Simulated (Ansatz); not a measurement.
# Σ3 (112) boundary in bcc Mo, starting shift (0, 0.5): structure and resistance, part 2 of 3

Wanted: what the Σ3 (112) boundary in bcc Mo, starting shift (0, 0.5) costs an interconnect.

Ansatz 0.2.0; Ansatz plane-wave DFT, PBE, PAW files; relaxation of a bicrystal slab with its lowest layers held; PAW set soft_1 (the session's first sound run).

So far. Step 2 (Relaxing the bicrystal): The largest force component on a free atom ends at 0.0086 eV/Å, under the tolerance of 0.03, after 11 steps.

### 3. Transmission across the boundary

Bulk layers of each grain are laid under and over the relaxed boundary, and a lead is named in the middle of each, away from the free faces. The mesh across the current, 24×14, is finer than the density's, because channels open and close sharply across the zone. Energies from -0.1 to 0.1 eV in steps of 0.05 eV are too few for the program's thermal sum, so it prints no conductance; for a metal the transmission near the Fermi level serves, at a fraction of the cost.

This step: Ansatz plane-wave DFT, PBE, PAW files; ballistic transport by layer matching (Landauer), zero bias; boundary relaxed in a short slab, bulk layers laid on; PAW set soft_1 (Ansatz 0.2.0).

System of this step: Σ3 (112) boundary in bcc Mo, starting shift (0, 0.5). The cell holds 33 atoms: 33 Mo. Its edges and angles: a = 2.725 Å, b = 4.451 Å, c = 49.246 Å, α = 90.0°, β = 90.0°, γ = 90.0°. It derives from Mo. Regions: lower grain, 14 atoms (14 Mo); boundary, 8 atoms (8 Mo); upper grain, 11 atoms (11 Mo). Vacuum lies along c.

File input.yaml:

```yaml
crystal:
  lattice:
    - [2.7253819457, 0.0, 0.0]
    - [0.0, 4.4505300808, 0.0]
    - [0.0, 0.0, 49.2460673326]
  atoms:
    - { symbol: Mo, position: [-6.0000000002, -9.0, 0.08122476] }
    - { symbol: Mo, position: [-5.6666666669, -8.5, 0.1073132873] }
    - { symbol: Mo, position: [-5.3333333335, -8.0, 0.1334018145] }
    - { symbol: Mo, position: [-5.0000000002, -7.5, 0.1594903418] }
    - { symbol: Mo, position: [-4.6666666669, -7.0, 0.185578869] }
    - { symbol: Mo, position: [-4.3333333335, -6.5, 0.2116673963] }
    - { symbol: Mo, position: [-4.0000000002, -6.0, 0.2377559236] }
    - { symbol: Mo, position: [-3.6666666668, -5.5, 0.2638444508] }
    - { symbol: Mo, position: [-3.3333333335, -5.0, 0.2899329781] }
    - { symbol: Mo, position: [-3.0000000001, -4.5, 0.3160215053] }
    - { symbol: Mo, position: [-2.6666666668, -4.0, 0.3421100326] }
    - { symbol: Mo, position: [-2.3333333334, -3.5, 0.3681985599] }
    - { symbol: Mo, position: [-2.0000000001, -3.0, 0.3942870871] }
    - { symbol: Mo, position: [-1.6666666667, -2.5, 0.4203756144] }
    - { symbol: Mo, position: [0.6666666666, 0.0, 0.4464641417] }
    - { symbol: Mo, position: [0.996624216, 0.5, 0.4724491112] }
    - { symbol: Mo, position: [0.325827845, 0.0, 0.4992238688] }
    - { symbol: Mo, position: [0.6600186264, 0.5, 0.5252563792] }
    - { symbol: Mo, position: [-0.0109590772, 0.0, 0.5509575244] }
    - { symbol: Mo, position: [0.3365297314, 0.5, 0.578653877] }
    - { symbol: Mo, position: [0.98374244, 0.0, 0.6066617004] }
    - { symbol: Mo, position: [0.6631897495, 0.5, 0.6318014401] }
    - { symbol: Mo, position: [-1.6701435838, -2.0, 0.6578899674] }
    - { symbol: Mo, position: [-2.0034769172, -2.5, 0.6839784947] }
    - { symbol: Mo, position: [-2.3368102505, -3.0, 0.7100670219] }
    - { symbol: Mo, position: [-2.6701435839, -3.5, 0.7361555492] }
    - { symbol: Mo, position: [-3.0034769172, -4.0, 0.7622440764] }
    - { symbol: Mo, position: [-3.3368102506, -4.5, 0.7883326037] }
    - { symbol: Mo, position: [-3.6701435839, -5.0, 0.814421131] }
    - { symbol: Mo, position: [-4.0034769173, -5.5, 0.8405096582] }
    - { symbol: Mo, position: [-4.3368102506, -6.0, 0.8665981855] }
    - { symbol: Mo, position: [-4.670143584, -6.5, 0.8926867127] }
    - { symbol: Mo, position: [-5.0034769173, -7.0, 0.91877524] }
kpoints:
  mp_grid: { grid: [9, 6, 1] }
hamiltonian:
  xc: pbe
  pseudopotentials: { kind: paw, azcp: { folder: soft_1 } }
scf:
  occupations: { method: fermi_dirac, width: 0.1 }
output:
  transmission:
    leads: [[8, 9], [26, 27]]
    kmesh: [24, 14]
    e_range: [-0.1, 0.1]
    de: 0.05
  write_potential: true
  write_density: true
  volumetric_format: npy
  elf: true
```

Command:

```bash
> ansatz run input.yaml --threads 4 --pin off --max-ram 15360MiB --backend cpu --events-out ev --progress --plain --runs-dir out
```

Numbers of over 12 decimals in the logs are rounded to 6 here.

Log:

```text
[...]
Crystal: 33 atoms, lattice volume = 597.325 Å³
Basis set: ecut = 420 eV, 11815 PW (Γ)
Bands: 278, of which v1, the nominal top of the filled ones, is band 231 counted from 1 (230 counted from 0)
Symmetry: 2 space group operations
[...]
k-points: 20 of 54 (time reversal used)
[...]
SCF iter   1: F=—  HF=-163568.436928 eV  |F-HF|=—  |Δ(HF+E_count)|=         —  Δρ=1.00e-1  dr2=3.93e2  ethr=3.10e-3  ⟨swp⟩=6.3  Hψ=19636  notcnv=0
[...]
SCF iter  12: F=-163545.023168 eV  HF=-163545.023168 eV  |F-HF|=7.74e-9  |Δ(HF+E_count)|=   5.56e-8  Δρ=1.63e-6  dr2=2.85e-8  ethr=2.16e-11  ⟨swp⟩=11.8  Hψ=17298  notcnv=0
SCF 1 converged in 12 iterations: F = -163545.023168 eV  dr2 = 2.85e-8
[...]
transmission: 564 of 5616 steps passed
transmission: 1124 of 5616 steps passed
[...]
transmission: 5616 of 5616 steps passed
WARN: The output density's exchange-correlation potential varies sharply where the density is thin. Do not read a vacuum level from v_tot or v_xc, or from such a field of the output density. On a cell that repeats whose density bears no net charge and no dipole along the vacuum's axis use v_es (v_loc + v_h of the components); under efield.dipole_correction with no amplitude use v_es + v_field, which holds any externa [...]
SCF converged after 12 iterations
Free energy (F): -163545.023168 eV
[...]
Internal energy: -163544.267135 eV  (E = F + TS)
E sigma→0 (E₀):  -163544.645151 eV
Entropy (-TS):   -0.756033 eV (-22.910 meV/atom)
Fermi energy:    17.664798 eV
[...]
--- Band table (eV; the first three rows and the last of 20) ---
  k-point 0: bands = [... 227 lower, 16.8399, 16.9122, 16.9794, 17.2967, 17.3265, 17.4332, 17.6969, 17.7734, ... 43 higher]
  k-point 1: bands = [... 227 lower, 16.8831, 16.9557, 17.0526, 17.2367, 17.2454, 17.5327, 17.5547, 17.7284, ... 43 higher]
  k-point 2: bands = [... 227 lower, 17.7456, 17.8176, 17.9099, 17.9613, 18.0050, 18.0814, 18.1115, 18.1808, ... 43 higher]
  k-point 19: bands = [... 227 lower, 17.9261, 18.0240, 18.0956, 18.1240, 18.1547, 18.1690, 18.2671, 18.2680, ... 43 higher]
--- Transmission ---
  basis      : 107 plane waves across, 54 finite elements along
  points     : 104, standing for a mesh of 24 x 14
  energies   : 5 from -0.100000 to 0.100000 eV about the Fermi level, 0.050000 eV apart; the leads are filled to 0.000000 eV, and channels, transmission and decay are at 0.000000 eV
  crystal 0  : Mo2, at the sites [8, 9], period 2.5695 Å, over 19.27 Å; its Hamiltonian steps by up to 8.1 meV
    offset         : up to 0.0000 Å between an atom of the period and one for which it stands
    channels       : 1.988095e0 a spin
    conductance    : none, the energies end too early or step too widely for 300 K: set another output.transmission.e_range or a lower de, or, where they end at an eighth of basis.ecutwfc, a higher one
[...]
channels       : 1.964286e0 a spin
[...]
junction   : crystal 0 to crystal 1, 14.92 to 36.90 Å
    transmission   : 1.104298e0 a spin
[...]
```

The job ended after 7.5 min (4 threads of Arm Neoverse V1, shared host; peak memory 5.2 GiB).

Numbers from this step:

| Item | Value |
| --- | --- |
| free energy | -163545.0232 eV |
| energy at zero smearing | -163544.6452 eV |
| Fermi energy | 17.66 eV |
| cell area | 12.13 Å² |
| transmission per spin nearest the Fermi level | 1.104 |
| open channels per spin nearest the Fermi level | 1.988 |
| open channels per spin, upper lead | 1.964 |
| step of the lead's potential | 8.1 meV |
| step of the upper lead's potential | 18.8 meV |

Per spin. The transmission, zone mean by energy, zero at the Fermi level:

| energy (eV) | transmission, zone mean |
| --- | --- |
| -0.1000 | 1.09 |
| -0.0500 | 1.10 |
| 0.0000 | 1.10 |
| 0.0500 | 1.13 |
| 0.1000 | 1.13 |

Per spin. The open channels, zone mean by energy, zero at the Fermi level:

| energy (eV) | lead | upper lead |
| --- | --- | --- |
| -0.1000 | 1.92 | 1.93 |
| -0.0500 | 1.94 | 1.95 |
| 0.0000 | 1.99 | 1.96 |
| 0.0500 | 2.04 | 2.05 |
| 0.1000 | 2.02 | 2.05 |

Transmission over k1 and k2. At 0.0000 eV from the Fermi level.

Ten even steps from '_' (0.01) to '@' (2.60):
```
++==++++**==--====**##########**====--==**++++==
****++::++==----++----%%@@%%----++----==++::++**
++++--____--------------%%--------------____--++
__________::__==------######------==__::________
::::......==__--====**********====--__==......::
--------==++::--==::**********::==--::++==------
====----****----==%%%%******%%%%==----****----==
--------==++::--==::**********::==--::++==------
::::......==__--====**********====--__==......::
__________::__==------######------==__::________
++++--____--------------%%--------------____--++
****++::++==----++----%%@@%%----++----==++::++**
++==++++**==--====**##########**====--==**++++==
++==--..--==--======@@######@@======--==--..--==
```
Columns: k1 (b1) from -0.5 to 0.458; rows upwards: k2 (b2) from -0.5 to 0.429.

Open channels over k1 and k2. At 0.0000 eV from the Fermi level.

Ten even steps from '_' (1.00) to '@' (4.00):
```
----******--------****------****--------******--
******----------******************----------****
****--____--__----------**----------__--____--**
____________----**____------____**----__________
----______--____------------------____--______--
------------____------------------____----------
------------__----****------****----__----------
------------____------------------____----------
----______--____------------------____--______--
____________----**____------____**----__________
****--____--__----------**----------__--____--**
******----------******************----------****
----******--------****------****--------******--
--------------------@@------@@------------------
```
Columns: k1 (b1) from -0.5 to 0.458; rows upwards: k2 (b2) from -0.5 to 0.429.

ELF in the ca plane at fractional y = 0.000, with atoms of Mo within 0.2 Å of it. It is the smooth field of the valence electrons, not physical close to the nuclei.

Ten even steps from '0' (0.00) to '9' (0.72), each cell a mean:
```
45238974348989535433345238974448989721000000
54369896335897335433354369896445898411110000
34488597343453343256434388697343455333321000
53479994355434552489853379995244345566531000
73347862343343443797973347862343344556531000
63444433433686344896963444433433676433321000
33544345425999634699843554335536999732210000
23433434438859734367423433434548869831100000
```
Columns run along c (16.0 Å, from fractional 0.68 to 1.00 of the cell), rows up along a (2.7 Å). Atoms in or near the plane, at fractional coordinates: Mo at (0.71, 0.66), Mo at (0.76, 0.00), Mo at (0.81, 0.33), Mo at (0.87, 0.66), Mo at (0.92, 0.00).

Valence density in the ca plane at fractional y = 0.000, with atoms of Mo within 0.2 Å of it. It is the smooth field of the valence electrons, not physical close to the nuclei.

Ten even steps from '0' (0.0 e/Å³) to '9' (7.0 e/Å³), each cell a mean:
```
00013421003796200000000013421003896200000000
00027962001453100000000027862001453100000000
00038972000110000011100039972000111000000000
10027851000000000146310027851000000000000000
20012320000000000389720012320000000000000000
20000000000231000389720000000000232000000000
10000000002675100257410000000002675100000000
00000100003897200012100000100003897200000000
```
Columns run along c (16.0 Å, from fractional 0.68 to 1.00 of the cell), rows up along a (2.7 Å). Atoms in or near the plane, at fractional coordinates: Mo at (0.71, 0.66), Mo at (0.76, 0.00), Mo at (0.81, 0.33), Mo at (0.87, 0.66), Mo at (0.92, 0.00).

Electrostatic potential energy in the ca plane at fractional y = 0.000, with atoms of Mo within 0.2 Å of it. With pseudopotentials it is smooth inside the atoms' cores, unlike the true potential.

Values in eV, 5 rows by 16 columns, each cell a mean:
```
 16 -21 -16   0 -47   2  15  15   9 -34   2 -20 -37  14  21  22
 12 -41 -35  12  -3  14   5   3   2 -56  -9   7   1  18  21  22
  5 -21 -16  17  12  16 -26 -31   7 -33   2  16  14  20  21  22
  4  10  12  11 -17   9 -32 -38  14   7  15  -1 -11  17  21  22
 13  11  12  -2 -54  -2  -5  -9  16   8  15 -26 -44  13  21  22
```
Columns run along c (16.0 Å, from fractional 0.68 to 1.00 of the cell; values clipped at the 3rd and 97th percentile), rows up along a (2.7 Å). Atoms in or near the plane, at fractional coordinates: Mo at (0.71, 0.66), Mo at (0.76, 0.00), Mo at (0.81, 0.33), Mo at (0.87, 0.66), Mo at (0.92, 0.00).

Over the solved energies the transmission per spin lies between 1.09 and 1.13, out of 1.98 channels of the lead on average (up to 2.04).

### 4. Specific resistance

This step: Ansatz plane-wave DFT, PBE, PAW files; ballistic transport by layer matching (Landauer), zero bias; specific resistance of the boundary; PAW set soft_1 (Ansatz 0.2.0).

Numbers from this step:

```yaml
area_resistance: 0.6213 fΩ m²
t_over_the_leads_mean_channel_count: 0.5591
```

Averaged over the energies near the Fermi level, 55.9 % of the channels pass, which makes 0.621 fΩ m².

By hand, with T and the leads' channels N averaged over the energies near the Fermi level: RA = A (h/2e²)(1/T − ½[1/N₁ + 1/N₂]) = 12.13×10⁻²⁰ m² × 12 906 Ω × (1/1.111 − ½[1/1.983 + 1/1.990]) = 0.621 fΩ m².

(Continued in part 3 of 3.)

[Logs are printed without paths, hosts, clocks, repeated set-up lines and the standing remarks that a program may print on its own settings, such as how far it seeks lower states.]

[Hosts, paths, dates, database ids (printed as entryN), source tags and the programs' standing remarks are cut or masked in the printed files.]
